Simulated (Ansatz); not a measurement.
## V wire along [111], 7 atoms a period: bands along the axis

Wanted: the relaxed geometry and the bands of the V wire along [111], 7 atoms a period.

Main program and level: Ansatz 0.2.0; DFT PBE, plane waves, PAW; relaxation of a wire's period; PAW set soft_1, in the first sound run; inputs show where later runs differ.

## (1) The structure

The cell holds 7 atoms: 7 V. Cell: a = 11.028 Å, b = 11.683 Å, c = 2.589 Å, α = 90.0°, β = 90.0°, γ = 90.0°. Vacuum lies along a and b. The structure's axis is c.

Structure file:

```cif
data_structure
_symmetry_space_group_name_H-M 'P 1'
_symmetry_Int_Tables_number 1
_cell_length_a 11.0280
_cell_length_b 11.6830
_cell_length_c 2.5894
_cell_angle_alpha 90.000
_cell_angle_beta 90.000
_cell_angle_gamma 90.000
_cell_volume 333.62
loop_
_atom_site_label
_atom_site_type_symbol
_atom_site_fract_x
_atom_site_fract_y
_atom_site_fract_z
_atom_site_occupancy
V1 V 0.50002 0.49999 0.00000 1
V2 V 0.30831 0.39550 0.33333 1
V3 V 0.50002 0.70895 0.33333 1
V4 V 0.69174 0.39550 0.33333 1
V5 V 0.30831 0.60447 0.66667 1
V6 V 0.50002 0.29102 0.66667 1
V7 V 0.69174 0.60447 0.66667 1
```

## (2) Relaxation of atoms and period

Band widths follow the bond lengths, so the wire is relaxed first. The atoms and the third cell vector are free; the box across stays fixed as vacuum. A Fermi-Dirac smearing is set since the result may be a metal. The pressure printed is a third of the stress's trace over the whole box, vacuum included; only the stress along the axis is relaxed.

Contents of input.yaml:

```yaml
crystal:
  lattice:
    - [11.028, 0.0, 0.0]
    - [0.0, 11.683, 0.0]
    - [0.0, 0.0, 2.5894159573]
  atoms:
    - { symbol: V, position: [0.500022604, 0.499985002, 0.0] }
    - { symbol: V, position: [0.30830613, 0.395503072, 0.333333333] }
    - { symbol: V, position: [0.500022604, 0.708948862, 0.333333333] }
    - { symbol: V, position: [0.691739078, 0.395503072, 0.333333333] }
    - { symbol: V, position: [0.30830613, 0.604466932, 0.666666667] }
    - { symbol: V, position: [0.500022604, 0.291021142, 0.666666667] }
    - { symbol: V, position: [0.691739078, 0.604466932, 0.666666667] }
kpoints:
  mp_grid: { grid: [1, 1, 31] }
scf:
  occupations: { method: fermi_dirac, width: 0.05 }
hamiltonian:
  xc: pbe
  pseudopotentials: { kind: paw, azcp: { folder: soft_1 } }
relax:
  cell: { fix: [a, b, alpha, beta, gamma] }
  max_steps: 45
  f_tol: 0.03
```

Started as:

```sh
> ansatz run input.yaml --threads 4 --pin off --max-ram 16384MiB --backend cpu --events-out ev --progress --plain --runs-dir out
```

Numbers of over 12 decimals in the logs are rounded to 6 here.

The program printed:

```text
Engine: ansatz 0.2.0, aarch64-unknown-linux-gnu
Pseudopotentials: kind: paw
Pseudopotential: V, paw, valence charge 13, recommended cutoff 420 eV (normal), soft_1/V.paw.azcp
Functional definition: PBE
  parameter kappa = 0.804
  parameter beta = 0.066725
  exchange = pbe_x(kappa = kappa, mu = beta*pi^2/3)
  correlation = pbe_c(beta = beta)
Crystal: 7 atoms, lattice volume = 333.621 Å³
Basis set: ecut = 420 eV, 6547 PW (Γ), exchange–correlation on 150×160×36 points (8 copies of the dense FFT grid, shifted against one another)
Bands: 55, of which v1, the nominal top of the filled ones, is band 46 counted from 1 (45 counted from 0)
Symmetry: 4 space group operations
Space group: P2/m (ITA 10), of the structure as read, at distance tolerance 6.9e-5 Å
k-points: 16 of 31
Non-local potential: V, projectors of the file, l = 0: 3, l = 1: 2, l = 2: 3, l = 3: 1
PAW form: soft (Blöchl's): semilocal exchange-correlation on the pseudo side does not see the compensation charge
PAW one-centre angular grid: V, 590 points (default); XC on 64 Gauss nodes
Initial density: superposition of atomic densities (neutral atoms: chi_scale 0, normalization atom)
Initial wavefunctions: pseudopotential atomic-orbital guess
Functional: x = pbe(κ = 0.804, μ = 0.219515), c = pbe(β = 0.066725)
SCF iter   1: F=—  HF=-20388.901091 eV  |F-HF|=—  |Δ(HF+E_count)|=         —  Δρ=6.67e-2  dr2=8.84e1  ethr=3.10e-3  ⟨swp⟩=9.7  Hψ=4021  notcnv=0
preconditioner: auto → LDOS  [metal: Δε(μ)=0.050 eV  Ē_g=3.054 eV  σ=0.050 eV  W_gap=0.24  n_scr=46 (ndim 8)  ℏωp=12.0 eV  f_vac=0.505  D(μ)=8.73/eV (n_scr^D=46)  β→1.0]
SCF iter   2: F=—  HF=-20390.762379 eV  |F-HF|=—  |Δ(HF+E_count)|=    1.86e0  Δρ=8.09e-2  dr2=1.36e2  ethr=3.10e-3  ⟨swp⟩=6.4  Hψ=3649  notcnv=0
SCF iter   3: F=—  HF=-20377.920611 eV  |F-HF|=—  |Δ(HF+E_count)|=    1.28e1  Δρ=3.32e-2  dr2=9.83e0  ethr=3.10e-3  ⟨swp⟩=3.9  Hψ=2312  notcnv=0
SCF iter   4: F=—  HF=-20377.187728 eV  |F-HF|=—  |Δ(HF+E_count)|=   7.33e-1  Δρ=6.66e-3  dr2=1.13e0  ethr=3.10e-3  ⟨swp⟩=4.6  Hψ=2129  notcnv=0
SCF iter   5: F=—  HF=-20377.100329 eV  |F-HF|=—  |Δ(HF+E_count)|=   8.74e-2  Δρ=5.67e-3  dr2=4.47e-1  ethr=1.24e-3  ⟨swp⟩=2.9  Hψ=1329  notcnv=0
SCF iter   6: F=—  HF=-20377.044400 eV  |F-HF|=—  |Δ(HF+E_count)|=   5.59e-2  Δρ=1.61e-3  dr2=3.51e-2  ethr=4.92e-4  ⟨swp⟩=4.3  Hψ=1267  notcnv=0  defer=1
SCF iter   7: F=—  HF=-20377.043086 eV  |F-HF|=—  |Δ(HF+E_count)|=   1.31e-3  Δρ=1.05e-3  dr2=4.43e-3  ethr=3.86e-5  ⟨swp⟩=2.7  Hψ=1323  notcnv=0
SCF iter   8: F=—  HF=-20377.043395 eV  |F-HF|=—  |Δ(HF+E_count)|=   3.09e-4  Δρ=3.38e-4  dr2=2.07e-3  ethr=4.87e-6  ⟨swp⟩=2.1  Hψ=1201  notcnv=0
SCF iter   9: F=—  HF=-20377.043334 eV  |F-HF|=—  |Δ(HF+E_count)|=   6.19e-5  Δρ=1.49e-4  dr2=1.32e-4  ethr=2.28e-6  ⟨swp⟩=2.1  Hψ=1111  notcnv=0
SCF iter  10: F=—  HF=-20377.043354 eV  |F-HF|=—  |Δ(HF+E_count)|=   2.06e-5  Δρ=6.16e-5  dr2=1.79e-5  ethr=1.45e-7  ⟨swp⟩=3.1  Hψ=1333  notcnv=0
SCF iter  11: F=—  HF=-20377.043387 eV  |F-HF|=—  |Δ(HF+E_count)|=   3.26e-5  Δρ=2.15e-5  dr2=1.84e-6  ethr=1.97e-8  ⟨swp⟩=2.1  Hψ=1214  notcnv=0
SCF iter  12: F=—  HF=-20377.043387 eV  |F-HF|=—  |Δ(HF+E_count)|=   2.41e-7  Δρ=8.22e-6  dr2=3.82e-7  ethr=2.02e-9  ⟨swp⟩=2.7  Hψ=1545  notcnv=0
SCF iter  13: F=—  HF=-20377.043387 eV  |F-HF|=—  |Δ(HF+E_count)|=   2.11e-7  Δρ=5.05e-6  dr2=1.09e-7  ethr=1.10e-10  ⟨swp⟩=6.2  Hψ=3095  notcnv=0
SCF iter  14: F=-20377.043387 eV  HF=-20377.043387 eV  |F-HF|=8.93e-9  |Δ(HF+E_count)|=   6.94e-9  Δρ=2.02e-6  dr2=2.06e-8  ethr=1.10e-10  ⟨swp⟩=5.1  Hψ=2828  notcnv=0
SCF 1 converged in 14 iterations: F = -20377.043387 eV  dr2 = 2.06e-8
  greatest PAW one-centre occupation: 1.000 electrons in one spin orbital (limit 2), on the V atom at site 0 (counted from 0), in its partial waves of l = 0
relax step   1: F+E_penalty+E_count = -20377.04338724 eV  Δ(F+E_penalty+E_count) = +0.000e0 eV  max|allowed force component| = 1.344e0 eV/Å  Δτ_max = 0.0000 Å  P = -5.164 GPa  Ω = 333.621 Å³  fix = [a, b, alpha, beta, gamma]  reactions: a -4.775, b -4.777 GPa; alpha +0.007 GPa/rad  (14 SCF iters, dr2 threshold 1.00e-7 eV, accepted)
Crystal: 7 atoms, lattice volume = 319.840 Å³
Basis set: ecut = 420 eV, 6223 PW (Γ), exchange–correlation on 150×160×36 points (8 copies of the dense FFT grid, shifted against one another)
Initial density: handed on by an earlier stage of this run
Initial wavefunctions: those handed on with the density
SCF iter   1: F=—  HF=-20379.081365 eV  |F-HF|=—  |Δ(HF+E_count)|=         —  Δρ=3.96e-2  dr2=1.82e1  ethr=3.10e-3  ⟨swp⟩=14.1  Hψ=4430  notcnv=0
preconditioner: auto → LDOS  [metal: Δε(μ)=0.023 eV  Ē_g=2.797 eV  σ=0.050 eV  W_gap=0.11  n_scr=46 (ndim 8)  ℏωp=12.3 eV  f_vac=0.579  D(μ)=10.55/eV (n_scr^D=64)  β→1.0]
SCF iter   2: F=—  HF=-20381.100812 eV  |F-HF|=—  |Δ(HF+E_count)|=    2.02e0  Δρ=6.00e-2  dr2=4.92e1  ethr=3.10e-3  ⟨swp⟩=4.2  Hψ=2178  notcnv=0  recentre
SCF iter   3: F=—  HF=-20377.821316 eV  |F-HF|=—  |Δ(HF+E_count)|=    3.28e0  Δρ=6.01e-3  dr2=4.59e-1  ethr=3.10e-3  ⟨swp⟩=3.9  Hψ=1989  notcnv=0  defer=1
SCF iter   4: F=—  HF=-20377.773894 eV  |F-HF|=—  |Δ(HF+E_count)|=   4.74e-2  Δρ=4.03e-3  dr2=7.77e-2  ethr=5.05e-4  ⟨swp⟩=2.7  Hψ=1465  notcnv=0
SCF iter   5: F=—  HF=-20377.771162 eV  |F-HF|=—  |Δ(HF+E_count)|=   2.73e-3  Δρ=7.93e-4  dr2=2.41e-3  ethr=8.53e-5  ⟨swp⟩=2.3  Hψ=1312  notcnv=0
SCF iter   6: F=—  HF=-20377.771736 eV  |F-HF|=—  |Δ(HF+E_count)|=   5.73e-4  Δρ=3.54e-4  dr2=4.17e-4  ethr=2.65e-6  ⟨swp⟩=3.0  Hψ=1348  notcnv=0
SCF iter   7: F=—  HF=-20377.771966 eV  |F-HF|=—  |Δ(HF+E_count)|=   2.31e-4  Δρ=1.31e-4  dr2=7.98e-5  ethr=4.58e-7  ⟨swp⟩=2.0  Hψ=1178  notcnv=0
SCF iter   8: F=—  HF=-20377.771986 eV  |F-HF|=—  |Δ(HF+E_count)|=   1.99e-5  Δρ=3.47e-5  dr2=4.29e-6  ethr=8.76e-8  ⟨swp⟩=2.6  Hψ=1547  notcnv=0
SCF iter   9: F=—  HF=-20377.771990 eV  |F-HF|=—  |Δ(HF+E_count)|=   3.60e-6  Δρ=1.29e-5  dr2=8.46e-7  ethr=7.69e-10  ⟨swp⟩=6.1  Hψ=3342  notcnv=0
SCF iter  10: F=-20377.771990 eV  HF=-20377.771990 eV  |F-HF|=2.98e-8  |Δ(HF+E_count)|=   1.94e-7  Δρ=4.08e-6  dr2=8.92e-8  ethr=7.69e-10  ⟨swp⟩=4.9  Hψ=2798  notcnv=0
SCF 2 converged in 10 iterations: F = -20377.771990 eV  dr2 = 8.92e-8
relax step   2: F+E_penalty+E_count = -20377.77199009 eV  Δ(F+E_penalty+E_count) = -7.286e-1 eV  max|allowed force component| = 5.189e-1 eV/Å  Δτ_max = 0.1767 Å  P = +1.424 GPa  Ω = 319.840 Å³  energy of the carried Pulay correction = +2.974e-3 eV  fix = [a, b, alpha, beta, gamma]  reactions: a +1.568, b +1.691 GPa; alpha +0.061 GPa/rad  (10 SCF iters, dr2 threshold 7.00e-7 eV, accepted)
Crystal: 7 atoms, lattice volume = 321.185 Å³
[...]
SCF iter   2: F=—  HF=-20378.096302 eV  |F-HF|=—  |Δ(HF+E_count)|=   1.09e-1  Δρ=2.02e-2  dr2=3.80e0  ethr=2.38e-3  ⟨swp⟩=5.0  Hψ=1933  notcnv=0
SCF iter   3: F=—  HF=-20377.866175 eV  |F-HF|=—  |Δ(HF+E_count)|=   2.30e-1  Δρ=4.30e-3  dr2=2.32e-1  ethr=2.38e-3  ⟨swp⟩=3.1  Hψ=1381  notcnv=0
SCF iter   4: F=—  HF=-20377.850583 eV  |F-HF|=—  |Δ(HF+E_count)|=   1.56e-2  Δρ=9.79e-4  dr2=3.16e-3  ethr=2.55e-4  ⟨swp⟩=3.3  Hψ=1378  notcnv=0
SCF iter   5: F=—  HF=-20377.849882 eV  |F-HF|=—  |Δ(HF+E_count)|=   7.01e-4  Δρ=2.65e-4  dr2=6.56e-4  ethr=3.48e-6  ⟨swp⟩=3.0  Hψ=1767  notcnv=0
SCF iter   6: F=—  HF=-20377.849878 eV  |F-HF|=—  |Δ(HF+E_count)|=   3.74e-6  Δρ=8.40e-5  dr2=3.13e-5  ethr=7.21e-7  ⟨swp⟩=2.1  Hψ=1186  notcnv=0
SCF iter   7: F=—  HF=-20377.849898 eV  |F-HF|=—  |Δ(HF+E_count)|=   1.97e-5  Δρ=4.96e-5  dr2=9.65e-6  ethr=3.44e-8  ⟨swp⟩=3.4  Hψ=1918  notcnv=0
SCF iter   8: F=—  HF=-20377.849898 eV  |F-HF|=—  |Δ(HF+E_count)|=   5.22e-7  Δρ=2.29e-5  dr2=2.67e-6  ethr=1.06e-8  ⟨swp⟩=2.0  Hψ=1168  notcnv=0
SCF iter   9: F=-20377.849898 eV  HF=-20377.849898 eV  |F-HF|=2.88e-8  |Δ(HF+E_count)|=   3.36e-8  Δρ=4.14e-6  dr2=1.46e-7  ethr=7.69e-10  ⟨swp⟩=3.7  Hψ=3174  notcnv=0
SCF 3 converged in 9 iterations: F = -20377.849898 eV  dr2 = 1.46e-7
relax step   3: F+E_penalty+E_count = -20377.84989817 eV  Δ(F+E_penalty+E_count) = -7.791e-2 eV  max|allowed force component| = 9.183e-2 eV/Å  Δτ_max = 0.0571 Å  P = -0.516 GPa  Ω = 321.185 Å³  energy of the carried Pulay correction = +2.679e-3 eV  fix = [a, b, alpha, beta, gamma]  reactions: a -0.382, b -0.374 GPa; alpha +0.005 GPa/rad  (9 SCF iters, dr2 threshold 7.00e-7 eV, accepted)
[...]
relax step   4: F+E_penalty+E_count = -20377.85698050 eV  Δ(F+E_penalty+E_count) = -7.082e-3 eV  max|allowed force component| = 1.445e-2 eV/Å  Δτ_max = 0.0069 Å  P = -0.180 GPa  Ω = 319.726 Å³  energy of the carried Pulay correction = +3.000e-3 eV  fix = [a, b, alpha, beta, gamma]  reactions: a -0.118, b -0.081 GPa; alpha +0.014 GPa/rad  (7 SCF iters, dr2 threshold 7.00e-7 eV, accepted)
[...]
relax step   5: F+E_penalty+E_count = -20377.85934573 eV  Δ(F+E_penalty+E_count) = -2.365e-3 eV  max|allowed force component| = 2.061e-2 eV/Å  Δτ_max = 0.0082 Å  P = -0.076 GPa  Ω = 318.099 Å³  energy of the carried Pulay correction = +3.359e-3 eV  fix = [a, b, alpha, beta, gamma]  reactions: a -0.103, b -0.061 GPa; alpha +0.009 GPa/rad  (7 SCF iters, dr2 threshold 2.89e-7 eV, accepted)
[...]
relax step   6: F+E_penalty+E_count = -20377.85950415 eV  Δ(F+E_penalty+E_count) = -1.584e-4 eV  max|allowed force component| = 1.783e-2 eV/Å  Δτ_max = 0.0147 Å  P = -0.079 GPa  Ω = 317.863 Å³  energy of the carried Pulay correction = +3.412e-3 eV  fix = [a, b, alpha, beta, gamma]  reactions: a -0.163, b -0.028 GPa; alpha +0.009 GPa/rad  (9 SCF iters, dr2 threshold 1.01e-8 eV, accepted)
Initial wavefunctions: pseudopotential atomic-orbital guess (no wavefunctions were taken with the density)
iter 1 solved again at ethr=7.93e-7 eV; its pass at ethr=3.10e-3 eV (dr2=7.22e-4 eV) is discarded
SCF iter   1: F=—  HF=-20377.855344 eV  |F-HF|=—  |Δ(HF+E_count)|=         —  Δρ=7.29e-5  dr2=2.09e-6  ethr=7.93e-7  ⟨swp⟩=4.7  Hψ=6433  notcnv=0
preconditioner: auto → LDOS  [metal: Δε(μ)=0.017 eV  Ē_g=2.483 eV  σ=0.050 eV  W_gap=0.09  n_scr=46 (ndim 8)  ℏωp=12.3 eV  f_vac=0.560  D(μ)=14.24/eV (n_scr^D=124)  β→1.0]
SCF iter   2: F=—  HF=-20377.855307 eV  |F-HF|=—  |Δ(HF+E_count)|=   3.70e-5  Δρ=6.02e-5  dr2=1.22e-5  ethr=2.29e-9  ⟨swp⟩=3.3  Hψ=2048  notcnv=0
SCF iter   3: F=—  HF=-20377.855304 eV  |F-HF|=—  |Δ(HF+E_count)|=   2.28e-6  Δρ=3.00e-5  dr2=2.56e-6  ethr=2.29e-9  ⟨swp⟩=3.0  Hψ=1737  notcnv=0
SCF iter   4: F=—  HF=-20377.855304 eV  |F-HF|=—  |Δ(HF+E_count)|=   5.33e-7  Δρ=9.26e-6  dr2=3.32e-7  ethr=2.29e-9  ⟨swp⟩=2.0  Hψ=1525  notcnv=0
SCF iter   5: F=—  HF=-20377.855304 eV  |F-HF|=—  |Δ(HF+E_count)|=   3.19e-8  Δρ=2.25e-6  dr2=3.18e-8  ethr=3.65e-10  ⟨swp⟩=2.6  Hψ=1313  notcnv=0
SCF iter   6: F=—  HF=-20377.855304 eV  |F-HF|=—  |Δ(HF+E_count)|=  3.64e-10  Δρ=1.09e-6  dr2=2.15e-8  ethr=3.50e-11  ⟨swp⟩=2.7  Hψ=1355  notcnv=0
SCF iter   7: F=—  HF=-20377.855304 eV  |F-HF|=—  |Δ(HF+E_count)|=   2.56e-9  Δρ=3.52e-7  dr2=8.88e-10  ethr=2.36e-11  ⟨swp⟩=2.0  Hψ=1143  notcnv=0
SCF iter   8: F=—  HF=-20377.855304 eV  |F-HF|=—  |Δ(HF+E_count)|=  8.00e-11  Δρ=1.28e-7  dr2=1.23e-10  ethr=1.00e-12  ⟨swp⟩=3.0  Hψ=1357  notcnv=0
SCF iter   9: F=-20377.855304 eV  HF=-20377.855304 eV  |F-HF|=3.64e-12  |Δ(HF+E_count)|=  1.13e-10  Δρ=3.63e-8  dr2=6.43e-12  ethr=1.00e-12  ⟨swp⟩=5.4  Hψ=2875  notcnv=0
SCF 7 converged in 9 iterations: F = -20377.855304 eV  dr2 = 6.43e-12
relax step   7: F+E_penalty+E_count = -20377.85530388 eV  Δ(F+E_penalty+E_count) = +4.200e-3 eV  max|allowed force component| = 1.862e-2 eV/Å  Δτ_max = 0.0000 Å  P = -0.066 GPa  Ω = 317.863 Å³  fix = [a, b, alpha, beta, gamma]  reactions: a -0.152, b -0.013 GPa; alpha +0.009 GPa/rad  stress off target by 3.20e-2 GPa on what of the cell is left free  SCF on the basis re-selected at this cell (its energy is not comparable with the rows above)  (9 SCF iters)
basis re-selected at this cell: Δ(F+E_penalty+E_count) = +4.200e-3 eV, ΔP = +0.013 GPa vs the last step (what re-selecting the basis moved, of the pressure what is left beyond the Pulay correction that the steps carried, after the strain that the cell walked since its last selection, with what the two solves' SCF thresholds leave and, on support functions, any second-order correction that the steps lacked; it is no m [...]
SCF converged after 9 iterations
Free energy (F): -20377.855304 eV
Harris-Foulkes:  -20377.855304 eV  (|F-HF|=3.64e-12)
Internal energy: -20377.739897 eV  (E = F + TS)
E sigma→0 (E₀):  -20377.797601 eV
Entropy (-TS):   -0.115406 eV (-16.487 meV/atom)
Fermi energy:    2.589571 eV
--- Per-component energies (eV) ---
  E_band       = -2305.754407
  E_kinetic    = 2070.412890
  E_local      = -40155.560980  (includes V_loc(G=0)·N_el)
  E_nonlocal   = 590.425464
  E_hartree    = 18848.144397
  E_xc         = -797.904550
  E_vxc        = -1008.670075  (∫ρ·V_xc dr)
  E_paw        = -7886.378284  (= ΣΔE_a)
  E_vpaw       = -1498.657682  (= ΣTr[D̂ρ^β])
  E_aug_tail   = 0.007343  (compensation charges beyond the density's cutoff)
  E_ewald      = 6953.113821
  E_smearing   = -0.115406  (= −TS)
  E_closure    = 0.000000  (closes the sum)
  Σ components = -20377.855304   (vs F -20377.855304, Δ=0.00e0)
--- Forces (eV/Å), atoms counted from 1 ---
  atom   1  V      0.00000000     0.00000000     0.00000000
  atom   2  V      0.00828264     0.00541352    -0.01540018
  atom   3  V      0.00000000     0.01862076    -0.01791336
  atom   4  V     -0.00828264     0.00541352    -0.01540018
  atom   5  V      0.00828264    -0.00541352     0.01540018
  atom   6  V     -0.00000000    -0.01862076     0.01791336
  atom   7  V     -0.00828264    -0.00541352     0.01540018
  max |Σ_I F_I| component: 3.47e-18 eV/Å
--- Stress (GPa, compression-positive) ---
       -0.151802       0.000000       0.000000
        0.000000      -0.013449      -0.008538
        0.000000      -0.008538      -0.031990
  P = ⅓ Tr σ = -0.0657 GPa (-0.657 kbar)
--- Relaxed structure (6 steps of the walk, 6 accepted, 1 SCFs on fresh bases) ---
  F+E_penalty+E_count = -20377.85530388 eV   max|allowed force component| = 1.862e-2 eV/Å   (the final SCF, on the basis selected at the relaxed cell)
  cell:  # Å, volume = 317.8626 Å³
    - [11.028, 0.0, 0.0]
    - [0.0, 11.683, 0]
    - [0.0, 0, 2.467109]
  atoms:
    - { symbol: V, position: [0.500022604, 0.499985, 4.785203372339975e-19] }
    - { symbol: V, position: [0.316473, 0.400860, 0.332912] }
    - { symbol: V, position: [0.500022604, 0.697978, 0.323650] }
    - { symbol: V, position: [0.683572, 0.400860, 0.332912] }
    - { symbol: V, position: [0.316473, 0.599110, 0.667088] }
    - { symbol: V, position: [0.500022604, 0.301992, 0.676350] }
    - { symbol: V, position: [0.683572, 0.599110, 0.667088] }
```

Wall time 50 s (4 threads of Arm Neoverse V2, shared host); peak memory 0.85 GiB.

This run has no spin polarisation, although V can carry a moment.

(Part 1 of 2 ends here.)

[Logs are printed without paths, hosts, clocks, repeated set-up lines and the standing remarks that a program may print on its own settings, such as how far it seeks lower states.]

[Hosts, paths, dates, database ids (printed as entryN), source tags and the programs' standing remarks are cut or masked in the printed files.]
